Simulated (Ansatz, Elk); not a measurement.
**Bonding as seen by X-rays: ScPtC2**

The structure of ScPtC2 used here is made up (a known structure type with other elements) and was relaxed beforehand with PBE. The aim is the Fourier transform of its all-electron density, F(hkl), set beside the sum over free spherical atoms that refinements use.

Main program and level: Elk 11.2.3 (patched build); DFT, PBE, all-electron APW+lo, Dirac cores, scalar-relativistic bands, static density, no spin.

The structure was built from a prototype and need not be the compound's stable phase.

**1. The structure**

The structure is tetragonal, space group P4/nmm (No. 129). Conventional cell: a = 3.676 Å, b = 3.676 Å, c = 7.420 Å, α = 90.00°, β = 90.00°, γ = 90.00°. Pt has 4 C at 2.28 Å nearest. Sc has 5 C at 2.15 to 2.60 Å nearest. Nearest to C lie 1 C at 1.35 Å and 5 Sc at 2.15 to 2.60 Å. Nearest to C lie 1 C at 1.35 Å and 4 Pt at 2.28 Å. Farther neighbours are not listed.

**2. Ground state and structure factors**

An all-electron density is needed, since X-rays see the cores too. Task 0 finds the density and task 195 Fourier-transforms it; tshift is off so that phases refer to the origin typed.

Contents of elk.in:

```
tasks
  0
  195

xctype
  20

spinpol
  .false.

rgkmax
  7.0

gmaxvr
  14.0

lmaxo
  7

lmaxapw
  8

swidth
  0.002

tshift
  .false.

ramdisk
  .false.

hmaxvr
  5.5

maxscl
  120

epspot
  1e-06

sppath
  './'

avec
  6.94593190161 -0.00000000000 0.00000000000
  -0.00000000000 6.94593190161 0.00000000000
  0.00000000000 0.00000000000 14.02145984754

atoms
  3
  'Pt.in'
  2
  0.5000000000 0.5000000000 -0.0000000000   0.000000 0.000000 0.000000
  0.0000000000 0.0000000000 -0.0000000000   0.000000 0.000000 0.000000
  'Sc.in'
  2
  0.5000000000 0.0000000000 0.3473952989   0.000000 0.000000 0.000000
  -0.0000000000 0.5000000000 0.6526047011   0.000000 0.000000 0.000000
  'C.in'
  4
  0.5000000000 -0.0000000000 0.6370628615   0.000000 0.000000 0.000000
  -0.0000000000 0.5000000000 0.3629371385   0.000000 0.000000 0.000000
  0.5000000000 0.0000000000 0.8191697139   0.000000 0.000000 0.000000
  0.0000000000 0.5000000000 0.1808302861   0.000000 0.000000 0.000000

ngridk
  6 6 3
```

Started as:

```console
OMP_NUM_THREADS=4 elk
```

Numbers of over 12 decimals in the logs are rounded to 6 here.

Output:

```text
┌─────────────────────────┐
│ Elk code version 11.2.3 │
└─────────────────────────┘

All units are atomic (Hartree, Bohr, etc.)

┌─────────────────────────────────────────────────┐
│ Ground-state run starting from atomic densities │
└─────────────────────────────────────────────────┘

Lattice vectors :
   6.945931902      -0.000000000       0.000000000
  -0.000000000       6.945931902       0.000000000
   0.000000000       0.000000000       14.02145985

Reciprocal lattice vectors :
  0.9045849277       0.000000000      -0.000000000
   0.000000000      0.9045849277      -0.000000000
  -0.000000000      -0.000000000      0.4481120636

Unit cell volume      :    676.4789309
Brillouin zone volume :   0.3666784021

Muffin-tin inner radius fraction :   0.1000000000E-01

Nuclei treated as point charges

Species : 1 (Pt)
 parameters loaded from : Pt.in
 name : platinum
 nuclear charge    :   -78.00000000
 electronic charge :    78.00000000
 atomic mass :    355605.4401
 muffin-tin radius :    2.430757775
 number of radial points in muffin-tin :   1393
 inner part over the whole radius :   0.9997008598E-02
 number on inner part of muffin-tin    :    997
 approximate nuclear radius :   0.1029052813E-03
 number of mesh points to nuclear radius :    527
 atomic positions (lattice), magnetic fields (Cartesian) :
  1 :   0.50000000  0.50000000  0.00000000    0.00000000  0.00000000  0.00000000
  2 :   0.00000000  0.00000000  0.00000000    0.00000000  0.00000000  0.00000000

Species : 2 (Sc)
 parameters loaded from : Sc.in
 name : scandium
 nuclear charge    :   -21.00000000
 electronic charge :    21.00000000
 atomic mass :    81949.61073
 muffin-tin radius :    2.400000000
 number of radial points in muffin-tin :    993
 inner part over the whole radius :   0.9898716403E-02
 number on inner part of muffin-tin    :    698
 approximate nuclear radius :   0.6711386133E-04
 number of mesh points to nuclear radius :    323
 atomic positions (lattice), magnetic fields (Cartesian) :
  1 :   0.50000000  0.00000000  0.34739530    0.00000000  0.00000000  0.00000000
  2 :   0.00000000  0.50000000 -0.34739530    0.00000000  0.00000000  0.00000000

Species : 3 (C)
 parameters loaded from : C.in
 name : carbon
 nuclear charge    :   -6.000000000
 electronic charge :    6.000000000
 atomic mass :    21894.16674
 muffin-tin radius :    1.251701959
 number of radial points in muffin-tin :    593
 inner part over the whole radius :   0.9859998823E-02
 number on inner part of muffin-tin    :    401
 approximate nuclear radius :   0.4747601631E-04
 number of mesh points to nuclear radius :    170
 atomic positions (lattice), magnetic fields (Cartesian) :
  1 :   0.50000000  0.00000000 -0.36293714    0.00000000  0.00000000  0.00000000
  2 :   0.00000000  0.50000000  0.36293714    0.00000000  0.00000000  0.00000000
  3 :   0.50000000  0.00000000 -0.18083029    0.00000000  0.00000000  0.00000000
  4 :   0.00000000  0.50000000  0.18083029    0.00000000  0.00000000  0.00000000

Total number of atoms per unit cell :    8
Total muffin-tin volume :    268.9920645
 ratio of muffin-tin to unit cell volume :   0.3976355393

Spin treatment :
 spin-unpolarised

Number of Bravais lattice symmetries :   16
Number of crystal symmetries         :   16
Crystal has no inversion symmetry
Complex Hermitian eigensolver will be used

k-point grid :      6     6     3
k-point offset :    0.000000000       0.000000000       0.000000000
k-point set is reduced with full crystal symmetry group
Total number of k-points :       20

Muffin-tin radius times maximum |G+k| :    7.000000000
 using average radius
Maximum |G+k| for APW functions       :    3.817750572
Maximum (1/2)|G+k|²                   :    7.287609715
Maximum |G| for potential and density :    14.00000000
Constant for pseudocharge density :    9
 order of it for each species :   16  16  15
 order of it for pair densities of each species (exact exchange by exxq0 0: 17) :   16  16   4
Radial integration step length :    1

[...]
electron entropic           :    -0.14376144959471E-02
 total energy                :     -38579.320990052

Density of states at Fermi energy :    114.9512318
 (states/Hartree/unit cell)

Estimated indirect band gap :   0.3440948905E-03
 from k-point 18 to k-point 17
Estimated direct band gap   :   0.1087264465E-01
 at k-point 12

Charges :
 core                        :    124.0000000
 valence                     :    98.00000000
 interstitial                :    17.59647319
 muffin-tins (core leakage)
  species : 1 (Pt)
[...]
species : 2 (Sc)
[...]
species : 3 (C)
[...]
total in muffin-tins        :    204.4035268
 total calculated charge     :    221.9934640
 total charge                :    222.0000000
 error                       :   0.6536032809E-02

RMS change in Kohn-Sham potential (target) :    2.093802440     (  0.1000000000E-05)
Absolute change in total energy (target)   :    3.088860631     (  0.1000000000E-03)

[... loops 3 to 18 left out ...]

┌──────────────────┐
│ Loop number : 19 │
└──────────────────┘

Energies :
 Fermi                       :     0.375617
 sum of occupied eigenvalues :     -23629.839136072
 electron kinetic            :      43913.048750483
 core electron kinetic       :      42129.694626454
 Coulomb                     :     -81672.915404894
 Coulomb potential           :     -66478.639192614
 nuclear-nuclear             :     -2249.6115119531
 electron-nuclear            :     -92423.066865312
 Hartree                     :      12999.762972371
 Madelung                    :     -48433.595808587
 xc potential                :     -1064.2486939414
 exchange                    :     -802.15425602278
 correlation                 :     -12.249321511210
 electron entropic           :    -0.63226316185609E-03
 total energy                :     -38574.270864208

Density of states at Fermi energy :    47.60810077
 (states/Hartree/unit cell)

Estimated indirect band gap :   0.6429204017E-02
 from k-point 1 to k-point 12
Estimated direct band gap   :   0.1570210196E-01
 at k-point 1

Charges :
 core                        :    124.0000000
 valence                     :    98.00000000
 interstitial                :    16.24067037
 muffin-tins (core leakage)
  species : 1 (Pt)
[...]
species : 2 (Sc)
[...]
species : 3 (C)
[...]
total in muffin-tins        :    205.7593296
 total calculated charge     :    221.9941913
 total charge                :    222.0000000
 error                       :   0.5808686622E-02

RMS change in Kohn-Sham potential (target) :   0.4819051462E-06 (  0.1000000000E-05)
Absolute change in total energy (target)   :   0.4117257777E-04 (  0.1000000000E-03)

Convergence targets achieved

┌──────────────────┐
│ Loop number : 20 │
└──────────────────┘

Energies :
 Fermi                       :     0.375617
 sum of occupied eigenvalues :     -23629.839141015
 electron kinetic            :      43913.048748316
 core electron kinetic       :      42129.694613258
 Coulomb                     :     -81672.915414289
 Coulomb potential           :     -66478.639121535
 nuclear-nuclear             :     -2249.6115119531
 electron-nuclear            :     -92423.066955780
 Hartree                     :      12999.763053444
 Madelung                    :     -48433.595853522
 xc potential                :     -1064.2487677959
 exchange                    :     -802.15425682602
 correlation                 :     -12.249321528431
 electron entropic           :    -0.63226228034299E-03
 total energy                :     -38574.270876590

Density of states at Fermi energy :    47.60802217
 (states/Hartree/unit cell)

Estimated indirect band gap :   0.6429205080E-02
 from k-point 1 to k-point 12
Estimated direct band gap   :   0.1570209896E-01
 at k-point 1

Charges :
 core                        :    124.0000000
 valence                     :    98.00000000
 interstitial                :    16.24066958
 muffin-tins (core leakage)
  species : 1 (Pt)
[...]
species : 2 (Sc)
[...]
species : 3 (C)
[...]
atom 2                    :    3.690306844     (  0.4172063219E-03)
   atom 3                    :    3.618862193     (  0.4115460971E-03)
   atom 4                    :    3.618862193     (  0.4115460971E-03)
 total in muffin-tins        :    205.7593304
 total calculated charge     :    221.9941913
 total charge                :    222.0000000
 error                       :   0.5808686365E-02

┌──────────────────────────────┐
│ Self-consistent loop stopped │
└──────────────────────────────┘

Warning : core states of species 1 leak from the muffin-tin :   0.1099963995E-02

Warning : core states of species 3 leak from the muffin-tin :   0.4172063219E-03

Wrote STATE.OUT
```

It took 95 s on 4 threads of AMD EPYC 7R43, shared host; peak memory 0.3 GiB.

SFACRHO.OUT:

```text

h k l indices transformed by vhmat matrix:
   1.000000000       0.000000000       0.000000000    
   0.000000000       1.000000000       0.000000000    
   0.000000000       0.000000000       1.000000000    

      h      k      l  multipl.   |H|            Re(F)            Im(F)           |F|

      0      0      0      1   0.0000000       222.00000     -0.96256890E-16   222.00000    
      0      0      1      2  0.44811206       126.78283     -0.26403837E-14   126.78283    
      0      0      2      2  0.89622413       123.95724     -0.11735039E-14   123.95724    
      0      1      0      4  0.90458493     -0.64542714E-14  0.10884993E-13  0.12654671E-13
      1      0     -1      4   1.0094941      0.44006396E-15   12.199702       12.199702    
      0     -1     -1      4   1.0094941      0.58675194E-15  -12.199702       12.199702    
     -1      0     -2      4   1.2733780       0.0000000      -26.717224       26.717224    
      0     -1     -2      4   1.2733780      0.11735039E-14   26.717224       26.717224    
      1     -1      0      4   1.2792763       87.309808      0.22265010E-14   87.309808    
      0      0      3      2   1.3443362       159.71711     -0.80678392E-15   159.71711    
     -1      1     -1      8   1.3554897       150.69405     -0.20536318E-14   150.69405    
      1     -1      2      8   1.5619749       141.36099      0.29337597E-14   141.36099    
      1      0      3      4   1.6203437     -0.29337597E-15  -5.5277287       5.5277287    
      0      1      3      4   1.6203437     -0.58675194E-15   5.5277287       5.5277287    
      0      0      4      2   1.7924483       94.886022      0.29337597E-15   94.886022    
     -2      0      0      4   1.8091699       158.56871      0.19290593E-13   158.56871    
     -1     -1     -3      8   1.8557445       95.494984      0.16795774E-13   95.494984    
     -2      0      1      4   1.8638401       103.63777      0.11735039E-13   103.63777
```

Elk indexes on the primitive cell of elk.in and gives |H| = 4π sin θ/λ in inverse bohr. Below, one row stands for each form hkl of the conventional cell (m members, Friedel mates merged), F is for one primitive cell and the density is static (no thermal factor). Free-atom factors are Waasmaier and Kirfel's, and R is Σm||F|−|F'||/Σm|F|. Elk warned that it couldn't find a linearisation energy, which lowers the accuracy of some states in this run and its variants.

```csv
hkl,m,sin θ/λ (Å⁻¹),"abs F, DFT",neutral atoms,diff.,abs of complex diff.
001,2,0.067,126.783,127.197,-0.414,0.414
002,2,0.135,123.957,124.183,-0.226,0.226
100,4,0.136,0.000,0.000,+0.000,0.000
101,8,0.152,12.200,12.895,-0.695,0.695
102,8,0.192,26.717,27.281,-0.564,0.564
110,4,0.192,87.310,88.427,-1.117,1.117
003,2,0.202,159.717,160.482,-0.765,0.765
111,8,0.204,150.694,150.817,-0.123,0.123
112,8,0.235,141.361,141.585,-0.224,0.224
103,8,0.244,5.528,5.681,-0.153,0.153
004,2,0.270,94.886,95.206,-0.320,0.320
200,4,0.272,158.569,158.524,+0.045,0.045
113,8,0.279,95.495,95.883,-0.388,0.388
201,8,0.280,103.638,104.016,-0.378,0.378
104,8,0.302,19.239,19.242,-0.002,0.002
202,8,0.304,103.956,104.374,-0.418,0.418
210,8,0.304,0.000,0.000,+0.000,0.000
211,16,0.311,11.660,11.839,-0.179,0.179
```

**3. The highest occupied states alone**

An energy window below the Fermi level keeps the highest occupied states, to see at which angles they scatter; shallow core shells can lie inside it and anion s states outside. No new self-consistency is needed.

elk.in: that of step 2 with these lines changed.

```diff
@@ -1,3 +1,2 @@
 tasks
-  0
   195
@@ -40,2 +39,5 @@
 
+wsfac
+  -0.175620 0.675620
+
 sppath
```

Started as:

```console
OMP_NUM_THREADS=4 elk
```

Output:

```text
┌─────────────────────────────────┐
│ Elk code version 11.2.3 started │
└─────────────────────────────────┘

Info(readinput): the functional depends on the density's gradient
 muffin-tin radial points multiplied by    2.00000
 (not where nrmtscf is given)

┌────────────────────┐
│ Current task : 195 │
└────────────────────┘
Info(checkmt): changed muffin-tin radius of species 1 (Pt) from   2.8000 to   2.4308
Info(checkmt): changed muffin-tin radius of species 3 (C) from   1.8000 to   1.2517

Warning(linengy): could not find 2 linearisation energies in s.c. loop 1

Info(sfacrho): density structure factors written to SFACRHO.OUT

 Energy window :  -0.1756200000      0.6756200000

┌──────────────────┐
│ Elk code stopped │
└──────────────────┘
```

The job ended after 18 s (4 threads; peak memory 0.17 GiB; 22 s of CPU time).

States within 15 eV below the Fermi level hold 38.00 electrons; any levels below the window count with the cores. Their amplitudes can exceed the total, where window and core parts have opposite phase:

```csv
hkl,sin θ/λ (Å⁻¹),"abs F, window","abs F, all"
001,0.067,13.175,126.783
002,0.135,9.568,123.957
100,0.136,0.000,0.000
101,0.152,5.035,12.200
102,0.192,0.477,26.717
110,0.192,0.778,87.310
003,0.202,6.214,159.717
111,0.204,7.709,150.694
112,0.235,5.565,141.361
103,0.244,1.545,5.528
```

**4. Another try**

In this try the input is made faulty on purpose, to show what that does.

The input is changed as shown.

elk.in: that of step 3 with these lines changed.

```diff
@@ -1,2 +1,3 @@
 tasks
+  0
   195
@@ -39,5 +40,2 @@
 
-wsfac
-  -0.175620 0.675620
-
 sppath
@@ -67,3 +65,3 @@
 
-ngridk
+ngrid
   6 6 3
```

Started as:

```console
OMP_NUM_THREADS=4 elk
```

Output:

```text
┌─────────────────────────────────┐
│ Elk code version 11.2.3 started │
└─────────────────────────────────┘

Error(readinput): invalid block name : ngrid
```

Elapsed: 0.02 s, on 4 threads; peak memory 0.15 GiB.

The input was rejected at the start.

The program's message: “Error(readinput): invalid block name : ngrid”

A key was misspelt on purpose.

**5. Another functional**

The difference from free atoms is small, so it is set against the change that PBEsol makes.

elk.in: that of step 4 with these lines changed.

```diff
@@ -5,3 +5,3 @@
 xctype
-  20
+  22
 
@@ -65,3 +65,3 @@
 
-ngrid
+ngridk
   6 6 3
```

Started as:

```console
OMP_NUM_THREADS=4 elk
```

Output:

```text
┌─────────────────────────┐
│ Elk code version 11.2.3 │
└─────────────────────────┘

All units are atomic (Hartree, Bohr, etc.)

┌─────────────────────────────────────────────────┐
│ Ground-state run starting from atomic densities │
└─────────────────────────────────────────────────┘

Lattice vectors :
   6.945931902      -0.000000000       0.000000000
  -0.000000000       6.945931902       0.000000000
   0.000000000       0.000000000       14.02145985

Reciprocal lattice vectors :
  0.9045849277       0.000000000      -0.000000000
[...]
species : 3 (C)
[...]
atom 3                    :    3.607437680     (  0.4226875030E-03)
   atom 4                    :    3.607437680     (  0.4226875030E-03)
 total in muffin-tins        :    205.7191611
 total calculated charge     :    221.9941681
 total charge                :    222.0000000
 error                       :   0.5831852245E-02

┌──────────────────────────────┐
│ Self-consistent loop stopped │
└──────────────────────────────┘

Warning : core states of species 1 leak from the muffin-tin :   0.1100064880E-02

Warning : core states of species 3 leak from the muffin-tin :   0.4285192066E-03

Wrote STATE.OUT
[key lines of the parts left out:]
total energy                :     -38561.573539044
```

Run time: 83 s. Hardware: 4 threads; peak memory 0.31 GiB; 4.6 min of CPU time.

Against the first run R = 0.01 %; the largest change is -0.072 at 200.

**6. A coarser k-mesh**

About half the k-points along each axis test the sampling.

elk.in: that of step 5 with these lines changed.

```diff
@@ -5,3 +5,3 @@
 xctype
-  22
+  20
 
@@ -66,2 +66,2 @@
 ngridk
-  6 6 3
+  3 3 2
```

Started as:

```console
OMP_NUM_THREADS=4 elk
```

Output:

```text
┌─────────────────────────┐
│ Elk code version 11.2.3 │
└─────────────────────────┘

All units are atomic (Hartree, Bohr, etc.)

┌─────────────────────────────────────────────────┐
│ Ground-state run starting from atomic densities │
└─────────────────────────────────────────────────┘

Lattice vectors :
   6.945931902      -0.000000000       0.000000000
  -0.000000000       6.945931902       0.000000000
   0.000000000       0.000000000       14.02145985

Reciprocal lattice vectors :
  0.9045849277       0.000000000      -0.000000000
[...]
species : 3 (C)
[...]
atom 3                    :    3.619157737     (  0.4115867402E-03)
   atom 4                    :    3.619157737     (  0.4115867402E-03)
 total in muffin-tins        :    205.7603141
 total calculated charge     :    221.9941831
 total charge                :    222.0000000
 error                       :   0.5816900685E-02

┌──────────────────────────────┐
│ Self-consistent loop stopped │
└──────────────────────────────┘

Warning : core states of species 1 leak from the muffin-tin :   0.1099891028E-02

Warning : core states of species 3 leak from the muffin-tin :   0.4170755205E-03

Wrote STATE.OUT
[key lines of the parts left out:]
total energy                :     -38574.278665131
```

Wall time 46 s (4 threads); peak memory 0.33 GiB.

Against the first run R = 0.02 %; the largest change is -0.049 at 007.

**7. Settings against the effect**

```csv
run,R against the first run (%),"R against neutral atoms, low angle (%)",wall time
"PBE, rgkmax 7",0.00,0.45,95 s
PBEsol,0.01,0.45,83 s
k-mesh 3×3×2,0.02,0.45,46 s
```

**8. Summary of results**

| Property | Result |
| --- | --- |
| R against neutral atoms, sin θ/λ < 0.3 Å⁻¹ | 0.45 % |
| R against neutral atoms, 0.3 to 0.77 Å⁻¹ | 0.23 % |

**Reading.** Independent neutral atoms miss the calculated amplitudes by R = 0.45 % below 0.3 Å⁻¹ and 0.23 % from there to 0.77 Å⁻¹; by shells, 0.26 % below 0.15 Å⁻¹ (2 forms), 0.47 % 0.15 to 0.3 (11 forms), 0.32 % 0.3 to 0.45 (24 forms), 0.21 % above 0.45 (104 forms). Bonding, aspherical density and the tables' own atoms all enter these figures, and the runs don't part them. The largest change of an amplitude is -1.12 electrons, at 110. The window's part falls from 38.0 electrons at the origin to at most 0.58 between 0.45 and 0.77 Å⁻¹. Below 0.3 Å⁻¹ the changes that finished (PBEsol and k-mesh 3×3×2) move F by R = 0.03 % at most, against the 0.45 % that separates it from free atoms. The basis has no finished test. Spin-orbit coupling is left out, which can matter for elements this heavy. Part of the difference isn't bonding: the tables are fits to free atoms and ions calculated by other methods than this functional. Thermal motion, anomalous dispersion and extinction are left out.

[Logs are printed without paths, hosts, clocks, repeated set-up lines and the standing remarks that a program may print on its own settings, such as how far it seeks lower states.]

[Hosts, paths, dates, database ids (printed as entryN), source tags and the programs' standing remarks are cut or masked in the printed files.]
